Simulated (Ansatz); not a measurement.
The crystal is Si3N4 (Fd-3m).

```cif
data_structure
_symmetry_space_group_name_H-M 'P 1'
_symmetry_Int_Tables_number 1
_cell_length_a 5.5065
_cell_length_b 5.5065
_cell_length_c 5.5065
_cell_angle_alpha 60.000
_cell_angle_beta 60.000
_cell_angle_gamma 60.000
_cell_volume 118.07
loop_
_atom_site_label
_atom_site_type_symbol
_atom_site_fract_x
_atom_site_fract_y
_atom_site_fract_z
_atom_site_occupancy
Si1 Si 0.12500 0.12500 0.62500 1
Si2 Si 0.12500 0.62500 0.12500 1
Si3 Si 0.62500 0.12500 0.12500 1
Si4 Si 0.12500 0.12500 0.12500 1
Si5 Si 0.75000 0.75000 0.75000 1
Si6 Si 0.50000 0.50000 0.50000 1
N7 N 0.36756 0.36756 0.36756 1
N8 N 0.35269 0.88244 0.88244 1
N9 N 0.88244 0.88244 0.35269 1
N10 N 0.88244 0.35269 0.88244 1
N11 N 0.36756 0.36756 0.89731 1
N12 N 0.36756 0.89731 0.36756 1
N13 N 0.88244 0.88244 0.88244 1
N14 N 0.89731 0.36756 0.36756 1
```

The cell and positions are those that the Materials Project relaxed with its own functionals (PBE, PBE+U or r2SCAN), kept fixed. This is not the form that Si3N4 usually takes at ambient conditions.

Gaps computed with Ansatz 0.2.0 without a self-energy: PBE 3.34 eV, HSE06 4.65 eV and DDH-PBE0 4.88 eV. The mean ε∞ by PBE perturbation theory is 5.31.

Question: Estimate the G0W0@PBE gap with 4×4×4 mesh, 647 empty bands, screening to 180 eV, PAW set soft_1 files.

About 4.73 eV: on its mesh the run moves the gap from 3.37 eV by +1.38 eV, and the mesh misses the edges by 0.03 eV. Among the scalar-relativistic levels given, HSE06 is nearest (−0.08 eV). One-shot corrections scale roughly with one over ε∞, here 0.19. Bands and cutoff are finite, so the gap is not at the basis limit. The miss can reach some tenths of an eV and take either sign; the mesh is an error of its own.

[Paths, hosts, dates, memory and timing lines, banners, echoed tables and standing remarks are left out of the program output.]

[Logs are printed without paths, hosts, clocks, repeated set-up lines and the standing remarks that a program may print on its own settings, such as how far it seeks lower states.]

[Runs of the session that timed out or met a known fault of the program may be left out.]

[Cells called generated may have been cut or substituted from an entry of the Crystallography Open Database or the Materials Project.]

[Hosts, paths, dates, database ids (printed as entryN), source tags and the programs' standing remarks are cut or masked in the printed files.]
